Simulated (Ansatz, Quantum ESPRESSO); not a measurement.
# Lattice dynamics of GaP (F-43m) in two programs, part 4 of 4

Aim: the phonon dispersion of GaP (F-43m), checked by a second program.

Quantum ESPRESSO 7.5; DFT LDA, scalar-relativistic, plane waves, JTH PAW pseudopotentials.

So far. Step 9 (Modes with the sum rule): The rule moves no optical mode by more than 0.1 cm⁻¹. Step 12 (Modes along a direction of q (1 0 0)): The field moves one mode, from 365 to 394 cm⁻¹; the others stay.

## 14. Cross-check with Ansatz

The same cell goes through another code, with its own cutoff. The potentials differ. Its k mesh is centred on Γ.

This step: DFT LDA, scalar-relativistic, plane waves, PseudoDojo norm-conserving pseudopotentials (Ansatz 0.2.0).

File input.yaml:

```yaml
crystal:
  lattice:
    - [-2.6956582811, 0.0, 2.6956582811]
    - [0.0, 2.6956582811, 2.6956582811]
    - [-2.6956582811, 2.6956582811, 0.0]
  atoms:
    - { symbol: Ga, position: [0.0, 0.0, 0.0] }
    - { symbol: P, position: [0.25, 0.25, 0.25] }
kpoints:
  mp_grid: { grid: [8, 8, 8] }
hamiltonian:
  xc: lda
  pseudopotentials: { kind: nc, accuracy: standard }
scf:
  occupations: { method: fixed }
output:
  eigenvalues: true
phonons:
  method: dfpt
  dielectric: true
  rigid_motions: translations
  qmesh: [4, 4, 4]
  temperatures: { t_max: 1000, t_step: 50 }
  qpath:
    path:
      - [[0.0, 0.0, 0.0], [0.0, 0.5, 0.5], [0.0, 0.625, 0.375]]
      - [[-0.375, 0.375, 0.0], [0.0, 0.0, 0.0], [0.0, 0.5, 0.0], [-0.25, 0.5, 0.25], [0.0, 0.5, 0.5]]
    npoints: 12
```

The run is started by

```sh
> ansatz run input.yaml --threads 4 --pin off --max-ram 8192MiB --backend cpu --events-out ev --progress --plain --runs-dir out
```

What it wrote:

```text
Warning: phonons: the dynamical matrix that this run interpolates holds no multipole term above the dipole-dipole one, and a site of this crystal is no centre of inversion, so its interpolated transverse optical and acoustic branches and sound speeds can stay off near Gamma, and the density of states and the thermodynamics with them. What a run solves at a wave vector of phonons.qpoints, Gamma apart, where the deck admits one, is free of this, and under fd what a larger phonons.supercell samples
Engine: ansatz 0.2.0, aarch64-unknown-linux-gnu
Pseudopotentials: kind: nc
Pseudopotential: Ga, nc, valence charge 13, recommended cutoff 1088.45545 eV (normal), Ga.nc.azcp (PseudoDojo's, or run here from an input of PseudoDojo's; its table is named by hamiltonian.pseudopotentials.accuracy)
Pseudopotential: P, nc, valence charge 5, recommended cutoff 653.07327 eV (normal), P.nc.azcp (PseudoDojo's, or run here from an input of PseudoDojo's; its table is named by hamiltonian.pseudopotentials.accuracy)
Functional definition: SPW92
  exchange = slater_x
  correlation = pw_c
Crystal: 2 atoms, lattice volume = 39.176 Å³
Basis set: ecut = 1088.45545 eV, 3143 PW (Γ), exchange–correlation on 90×90×90 points (8 copies of the dense FFT grid, shifted against one another)
Bands: 13, of which v1, the nominal top of the filled ones, is band 9 counted from 1 (8 counted from 0)
Symmetry: 24 space group operations
k-points: 95 of 512 (irreducible under 4 space group operations, time reversal used)
Non-local potential: Ga, projectors of the file, l = 0: 2, l = 1: 2, l = 2: 2
Non-local potential: P, projectors of the file, l = 0: 2, l = 1: 2, l = 2: 2
Initial density: superposition of atomic densities (chi_scale 0.1, normalization cell, long waves kept (reshape's long-wave potential 0.00 eV rms))
Initial wavefunctions: pseudopotential atomic-orbital guess
Functional: x = slater, c = lda
SCF iter   1: F=—  HF=-2268.248616 eV  |F-HF|=—  |Δ(HF+E_count)|=         —  Δρ=3.97e-2  dr2=6.41e-1  ethr=3.10e-3  ⟨swp⟩=5.1  Hψ=6539  notcnv=0  defer=166
preconditioner: auto → none  [insulator: Δε(μ)=1.876 eV  Ē_g=15.514 eV  n_scr=14 (ndim 8)  ℏωp=25.2 eV  f_vac=0.000  ε∞_Penn≈3.6]
SCF iter   2: F=—  HF=-2268.069416 eV  |F-HF|=—  |Δ(HF+E_count)|=   1.79e-1  Δρ=1.72e-2  dr2=7.96e-2  ethr=3.10e-3  ⟨swp⟩=2.3  Hψ=2270  notcnv=0  defer=178
SCF iter   3: F=—  HF=-2268.051877 eV  |F-HF|=—  |Δ(HF+E_count)|=   1.75e-2  Δρ=4.77e-3  dr2=7.21e-3  ethr=4.42e-4  ⟨swp⟩=2.8  Hψ=1760  notcnv=0  defer=176
SCF iter   4: F=—  HF=-2268.050073 eV  |F-HF|=—  |Δ(HF+E_count)|=   1.80e-3  Δρ=8.00e-4  dr2=9.24e-5  ethr=4.01e-5  ⟨swp⟩=2.3  Hψ=1742  notcnv=0  defer=180
SCF iter   5: F=—  HF=-2268.050084 eV  |F-HF|=—  |Δ(HF+E_count)|=   1.13e-5  Δρ=1.24e-4  dr2=1.78e-6  ethr=5.14e-7  ⟨swp⟩=2.7  Hψ=2180  notcnv=0  defer=180
SCF iter   6: F=—  HF=-2268.050133 eV  |F-HF|=—  |Δ(HF+E_count)|=   4.91e-5  Δρ=5.09e-5  dr2=4.35e-7  ethr=9.87e-9  ⟨swp⟩=2.3  Hψ=1970  notcnv=0  defer=48
SCF iter   7: F=—  HF=-2268.050133 eV  |F-HF|=—  |Δ(HF+E_count)|=   2.00e-7  Δρ=4.59e-6  dr2=3.82e-9  ethr=2.42e-9  ⟨swp⟩=2.3  Hψ=1917  notcnv=0  defer=49
SCF iter   8: F=—  HF=-2268.050133 eV  |F-HF|=—  |Δ(HF+E_count)|=   2.63e-9  Δρ=9.08e-7  dr2=2.37e-10  ethr=2.12e-11  ⟨swp⟩=2.0  Hψ=1976  notcnv=0  defer=48
SCF iter   9: F=-2268.050133 eV  HF=-2268.050133 eV  |F-HF|=4.55e-13  |Δ(HF+E_count)|=  1.05e-10  Δρ=3.96e-8  dr2=3.40e-13  ethr=1.00e-12  ⟨swp⟩=9.1  Hψ=8972  notcnv=0
SCF 1 converged in 9 iterations: F = -2268.050133 eV  dr2 = 3.40e-13
DFPT response loops at Γ: preconditioner auto → none (the input reference at scf.mixing.eps_inf says where Resta's filter doesn't serve); β = 0.50; Broyden in place of MSR1
── the response to a field inside a basis, on 10×10×10 k-points: an SCF that follows is theirs, and a resumed run solves both again ──
Bands: 10, of which v1, the nominal top of the filled ones, is band 9 counted from 1 (8 counted from 0)
k-points: 110
Initial density: handed on by an earlier stage of this run
Initial wavefunctions: pseudopotential atomic-orbital guess (no wavefunctions were taken with the density)
Eigensolver: Dense (110 Hₖ)
SCF iter   1: F=—  HF=-2268.049844 eV  |F-HF|=—  |Δ(HF+E_count)|=         —  Δρ=1.29e-4  dr2=5.67e-6  ethr=1.00e-1
preconditioner: auto → none  [insulator: Δε(μ)=1.519 eV  Ē_g=13.272 eV  n_scr=14 (ndim 8)  ℏωp=25.2 eV  f_vac=0.003  ε∞_Penn≈4.6]
SCF iter   2: F=—  HF=-2268.049842 eV  |F-HF|=—  |Δ(HF+E_count)|=   1.52e-6  Δρ=5.43e-5  dr2=3.52e-7  ethr=3.15e-8
SCF iter   3: F=-2268.049842 eV  HF=-2268.049842 eV  |F-HF|=5.74e-9  |Δ(HF+E_count)|=   6.79e-9  Δρ=2.22e-5  dr2=5.19e-8  ethr=1.95e-9
SCF 1 converged in 3 iterations: F = -2268.049842 eV  dr2 = 5.19e-8
DFPT response loops at Γ: mixed as the last ones told, above
WARN: field response: ε∞ stands inside a basis, on 10×10×10 points; the force constants stand on the 8×8×8 k-mesh, whose period is 10.77 times the interband length at k = (0.0000, 0.0000, 0.0000), direct gap 1.875 eV, under 14: take them and everything formed from them as unconverged, and compare with a denser kpoints.mp_grid
NSCF: frozen V_eff on 29 k-points
NSCF: frozen V_eff on 576 k-points
DFPT response loops at q = (0, 0, 0.25) (fractional): mixed as the last ones told, above
NSCF: frozen V_eff on 300 k-points
DFPT response loops at q = (0, 0, -0.5) (fractional): preconditioner auto → Resta (q_TF=auto, 2.397 Å⁻¹)  ε∞=6.5 (no band partly filled); β = 1.00, the filter's whole step (`scf.mixing.beta` (0.50) is not read by the response loops at its default; to damp them type it under 1.00, their step now; it binds the ground state too); Broyden in place of MSR1
NSCF: frozen V_eff on 328 k-points
DFPT response loops at q = (0, 0.25, 0.25) (fractional): preconditioner auto → none (the input reference at scf.mixing.eps_inf says where Resta's filter doesn't serve); β = 0.50; Broyden in place of MSR1
NSCF: frozen V_eff on 1024 k-points
DFPT response loops at q = (0, 0.25, -0.5) (fractional): preconditioner auto → Resta (q_TF=auto, 2.397 Å⁻¹)  ε∞=6.5 (no band partly filled); β = 1.00, the filter's whole step (`scf.mixing.beta` (0.50) is not read by the response loops at its default; to damp them type it under 1.00, their step now; it binds the ground state too); Broyden in place of MSR1
NSCF: frozen V_eff on 576 k-points
DFPT response loops at q = (0, 0.25, -0.25) (fractional): mixed as the last ones told, above
NSCF: frozen V_eff on 190 k-points
DFPT response loops at q = (0, -0.5, -0.5) (fractional): mixed as the last ones told, above
NSCF: frozen V_eff on 328 k-points
DFPT response loops at q = (0.25, -0.5, -0.25) (fractional): mixed as the last ones told, above
SCF converged after 9 iterations
Free energy (F): -2268.050133 eV
Harris-Foulkes:  -2268.050133 eV  (|F-HF|=4.55e-13)
Internal energy: -2268.050133 eV  (E = F + TS)
E sigma→0 (E₀):  -2268.050133 eV
Fermi energy:    7.796104 eV
--- Per-component energies (eV) ---
  E_band       = -48.772533
  E_kinetic    = 1770.966442
  E_local      = -1793.080616  (includes V_loc(G=0)·N_el)
  E_nonlocal   = -1005.203103
  E_hartree    = 702.696491
  E_xc         = -616.374780
  E_vxc        = -426.848257  (∫ρ·V_xc dr)
  E_ewald      = -1327.054567
  E_smearing   = -0.000000  (= −TS)
  E_closure    = 0.000000  (closes the sum)
  Σ components = -2268.050133   (vs F -2268.050133, Δ=0.00e0)
--- Band table (eV; the first three rows and the last of 95) ---
  k-point 0: bands = [... 5 lower, -4.9734, 7.7961, 7.7961, 7.7961, 9.6716, 11.5843, 11.5843, 11.5843]
  k-point 1: bands = [... 5 lower, -4.7622, 6.1141, 7.5502, 7.5502, 10.2529, 11.9512, 11.9512, 12.2164]
  k-point 2: bands = [... 5 lower, -4.1621, 3.7873, 7.0938, 7.0938, 9.9003, 12.4705, 12.4705, 14.1461]
  k-point 94: bands = [... 5 lower, -1.8202, 0.7914, 4.9753, 4.9753, 9.2383, 9.4510, 18.4717, 18.4717]
--- Phonons (Γ-DFPT): 2 representative perturbations + reference, on 95 of 512 k-points (Σ response iterations 6) ---
  k mesh reduced under 4 symmetry operations, with k and −k counted as one. Each operation leaves every solved perturbation unchanged. A smaller set is not considered because the run solves the response to a homogeneous field
  ASR residual: 4.549e-5 → 0.000e0 eV/Å²; symmetrization residual: 3.156e-6 eV/Å²
  ASR residual per site (eV/Å²): 4.55e-5 8.24e-6
  Γ frequencies (cm⁻¹): 0.00 0.00 0.00 364.29 364.29 364.29
  ε∞ (high-frequency dielectric tensor):
       10.691327     0.000000     0.000000
        0.000000    10.691327     0.000000
        0.000000     0.000000    10.691327
  ε⁰ (static dielectric tensor: ions relaxed, cell fixed):
       12.547072     0.000000     0.000000
        0.000000    12.547072     0.000000
        0.000000     0.000000    12.547072
  ε⁰ − ε∞ (ionic part):
        1.855745    -0.000000    -0.000000
       -0.000000     1.855745     0.000000
       -0.000000     0.000000     1.855745
  softest optical mode at Γ: 364.29 cm⁻¹; the repairs (sum rule, projections) moved no ω² at Γ by more than (0.59 cm⁻¹)²
  Born effective charges Z* (e; rows j = field, columns β = displacement):
    site 0:
         2.05064   -0.00000   -0.00000
        -0.00000    2.05064    0.00000
         0.00000   -0.00000    2.05064
    site 1:
        -2.05064    0.00000    0.00000
         0.00000   -2.05064   -0.00000
        -0.00000    0.00000   -2.05064
  Z* charge neutrality: 1.235e-3 e pre-enforcement
  solved inside a basis spanned on kpoints, on 10×10×10 k-points transformed towards the longest dipole: ε∞ is read to err by 3.0e-2, Z* by 1.5e-2 e (field_mesh: kpoints solves on kpoints); Z* is corrected for what the basis lacks
  optical modes at Γ without the LO–TO term, one row a degenerate level:
      ω (cm⁻¹)  modes    IR ((D/Å)²/amu)
        364.29      3            13.5709
  optical modes at Γ + LO–TO along q̂ = [1.0000, 0.0000, 0.0000]:
      ω (cm⁻¹)  modes    IR ((D/Å)²/amu)
        364.29      2             9.0473
        394.65      1             4.5236
  optical modes at Γ + LO–TO along q̂ = [0.0000, 1.0000, 0.0000]:
      ω (cm⁻¹)  modes    IR ((D/Å)²/amu)
        364.29      2             9.0473
        394.65      1             4.5236
  optical modes at Γ + LO–TO along q̂ = [0.0000, 0.0000, 1.0000]:
      ω (cm⁻¹)  modes    IR ((D/Å)²/amu)
        364.29      2             9.0473
        394.65      1             4.5236
--- Phonons (arbitrary-q DFPT): 8 irreducible q on the 4×4×4 mesh ---
  q = [0.0000, 0.0000, 0.0000] (star 1, of the zone-centre solve; hermiticity 6.03e-7, symmetrization 2.21e-15): -0.00 0.00 0.00 364.29 364.29 364.29
  q = [0.0000, 0.0000, 0.2500] (star 8, 2 solved perturbations on 288 of 512 k-point pairs; hermiticity 1.72e-6, symmetrization 1.22e-12): 66.55 66.55 160.99 361.65 361.65 384.68
  q = [0.0000, 0.0000, -0.5000] (star 4, 2 solved perturbations on 150 of 512 k-point pairs; hermiticity 1.30e-6, symmetrization 1.15e-12): 79.30 79.30 232.63 361.93 361.93 369.61
  q = [0.0000, 0.2500, 0.2500] (star 6, 4 solved perturbations in 528 linear systems a pass and spin channel, the states on 164 of 512 k-point pairs; hermiticity 2.25e-6, symmetrization 2.83e-13): 89.17 89.17 166.16 359.48 359.48 386.52
  q = [0.0000, 0.2500, -0.5000] (star 24, 4 solved perturbations in 1600 linear systems a pass and spin channel, the states on 512 of 512 k-point pairs; hermiticity 1.46e-6, symmetrization 1.27e-12): 98.76 130.69 212.83 344.02 359.46 387.70
  q = [0.0000, 0.2500, -0.2500] (star 12, 4 solved perturbations in 904 linear systems a pass and spin channel, the states on 288 of 512 k-point pairs; hermiticity 1.07e-6, symmetrization 2.73e-13): 94.39 130.25 192.05 345.41 357.93 390.92
  q = [0.0000, -0.5000, -0.5000] (star 3, 4 solved perturbations in 308 linear systems a pass and spin channel, the states on 95 of 512 k-point pairs; hermiticity 5.55e-7, symmetrization 6.80e-13): 101.96 101.96 250.49 360.90 360.90 366.41
  q = [0.2500, -0.5000, -0.2500] (star 6, 4 solved perturbations in 502 linear systems a pass and spin channel, the states on 164 of 512 k-point pairs; hermiticity 2.38e-7, symmetrization 5.21e-13): 123.67 142.97 215.84 327.83 363.00 392.31
  sum rule: each row above includes the acoustic sum rule's correction from the zone centre's row sums; it moved no ω² by more than (0.42 cm⁻¹)²
  mesh force constants: q→R imaginary residual 1.81e-18; ASR residual 4.549e-5 → 0.000e0 eV/Å²; symmetrization residual 8.882e-15 eV/Å²
  interpolated dispersion: 75 rows × 6 modes
  density of states and harmonic sums: on the 20×20×20 q-mesh, interpolated from the force constants of a 4×4×4 supercell (with the dipole–dipole term)
  largest difference from the sums on the solved wave vectors: F 9.90e-3 eV, S 1.39e-5 and C_V 4.00e-6 eV/K
  zero-point energy: 0.093075 eV/cell   skipped modes (ω ≤ 0): 3   left out of the sums: 6.25e-5 of the cell's modes: C_V's classical limit lies that fraction below 3 k_B per atom; for a crystal, a wire or a layer, F and S can be off by more, and a phonons.interpolated_qmesh denser along its periods is the remedy for the sampling
```

Wall time 4.2 min (4 threads of Arm Neoverse V1, shared host); peak memory 2.2 GiB.

Numbers from this step:

```
gap on the k-mesh                                : 1.442 eV
sum-rule residual before enforcement             : 4.55e-5 eV/Å²
miss of the charge sum rule                      : 0.001235 e
estimated error of the dielectric tensor         : 0.02986
estimated error of the Born charges              : 0.01507 e
mean frequency                                   : 250.2 cm⁻¹
Debye temperature (second moment)                : 516 K
logarithmic mean frequency                       : 214.3 cm⁻¹
highest optical zone-centre mode (no LO-TO term) : 364.3 cm⁻¹
lowest optical zone-centre mode                  : 364.3 cm⁻¹
mean high-frequency dielectric constant          : 10.69
largest Born charge in size (third of the trace) : 2.051 e
mean static dielectric constant                  : 12.55
highest mode moved by the LO-TO term             : 394.6 cm⁻¹
```

Transverse modes. Lines of the infrared spectrum (strongest = 100):

```csv
position (cm⁻¹),label,"IR intensity ((D/Å)²/amu), degenerate modes summed, relative"
364,T2,100
```

The log warns that the force constants on this k mesh are to be taken as unconverged.

## 15. The two compared: QE JTH and Ansatz, PseudoDojo

Worked out from the results:

| Item | Value |
| --- | --- |
| root-mean-square difference | 0.7 cm⁻¹ |
| largest difference | 1.2 cm⁻¹ |
| root-mean-square difference on the path | 0.7 cm⁻¹ |
| largest difference on the path | 1.2 cm⁻¹ |

The 12 of 45 modes that differ most. Frequencies side by side:

```csv
q (reciprocal lattice),mode,QE JTH (cm⁻¹),"Ansatz, PseudoDojo (cm⁻¹)"
0 0 0.25,6,385.6,384.7
0 0 -0.5,6,370.6,369.6
0 0.25 0.25,4,360.3,359.5
0 0.25 0.25,6,387.4,386.5
0 0.25 -0.5,5,360.4,359.5
0 0.25 -0.5,6,388.7,387.7
0 0.25 -0.25,6,391.9,390.9
0 -0.5 -0.5,3,251.4,250.5
0 -0.5 -0.5,4,362.1,360.9
0 -0.5 -0.5,5,362.1,360.9
0.25 -0.5 -0.25,5,364.2,363
0.25 -0.5 -0.25,6,393.3,392.3
```

The two runs side by side. Further quantities:

```csv
quantity,QE JTH,"Ansatz, PseudoDojo"
mean ε∞,11.57,10.69
"largest Born charge in size (e; the first before, the second after the charge sum rule)",2.179,2.051
```

The interpolated bands of the two lie on top of each other.

At the solved wavevectors the largest difference (acoustic modes at Γ apart) is 0.3 % of the highest mode; ε∞ differs by 8.2 %.

## 16. Outcome

* space group after relaxation: F-43m
* volume per atom: 19.6 Å³
* gap on the k-mesh: 1.43 eV
* highest optical zone-centre mode (no LO-TO term): 364.8 cm⁻¹
* highest mode moved by the LO-TO term (probably not converged in the k mesh): 394.5 cm⁻¹
* mean high-frequency dielectric constant (probably not converged in the k mesh): 11.6
* largest Born charge in size (third of the trace) (probably not converged in the k mesh): 2.18 e
* mean static dielectric constant (probably not converged in the k mesh): 13.5
* q mesh: 4×4×4
* lowest mode on the q mesh (acoustic ones at the zone centre apart): 66.4 cm⁻¹
* zero-point energy per atom: 46.9 meV
* heat capacity at 300 K: 21.7 J/(mol atoms K)
* vibrational entropy at 300 K: 25.8 J/(mol atoms K)
* imaginary modes on the q mesh: none
* largest difference from Ansatz, PseudoDojo: 1.2 cm⁻¹

GaP (F-43m) is dynamically stable on the 4×4×4 mesh; its spectrum reaches 396 cm⁻¹. At the LDA level the optical modes of GaP (F-43m) at the zone centre (no LO-TO term) lie at 365 cm⁻¹. Along the directions run, the highest mode that the macroscopic field moves lies at 395 cm⁻¹. Lattice motion raises the mean dielectric constant from 11.57 to 13.53. The Born charges miss their sum rule by 0.13 e, a sign that the k mesh or the cutoff is short for the field response. ε∞, the Born charges and what follows from them are probably not converged in the k mesh. The Lyddane-Sachs-Teller relation holds: (ωLO/ωTO)² is 1.17 and ε₀/ε∞ is 1.17. QE JTH and Ansatz, PseudoDojo differ by 0.7 cm⁻¹ in the root mean square and by 1.2 cm⁻¹ at most, 0.3 % of the highest mode compared (acoustic modes at Γ left out; ph.x's values are those before the sum rule); the two use different potentials, and the cell was not relaxed for the second set. The mean ε∞ is 11.57 against 10.69: the first is summed on the ground state's k mesh, while Ansatz refines the mesh of its field response, and the potentials differ. These are harmonic frequencies at zero temperature: anharmonic shifts and linewidths and thermal expansion are left out. Ansatz's log warns that force constants on this k mesh are to be taken as unconverged, an error that the frequencies of both programs share.

Computed beside measured:

| quantity | measured | LDA JTH, Quantum ESPRESSO |
| --- | --- | --- |
| Raman mode, TO at Gamma (cm⁻¹) | 367.3 | 365 (-0.7 %) |
| infrared mode, TO at Gamma (cm⁻¹) | 366.3 | 365 (-0.4 %) |

Measured values from arxiv:2105.06662 (2021).

**Verdict.** The Raman mode is off by -0.7 %: good agreement. The infrared mode is off by -0.4 %: good agreement. The grades are ours: good and fair within 3 and 7 % for the Raman mode and 3 and 7 % for the infrared mode. For Raman mode and infrared mode the calculation has a static lattice, without zero-point motion or thermal expansion (measured at up to 300 K). Limits of convergence are named above.

[Host names and launcher messages were left out of these logs when they were recorded.]

[Logs are printed without paths, hosts, clocks, repeated set-up lines and the standing remarks that a program may print on its own settings, such as how far it seeks lower states.]

[Hosts, paths, dates, database ids (printed as entryN), source tags and the programs' standing remarks are cut or masked in the printed files.]
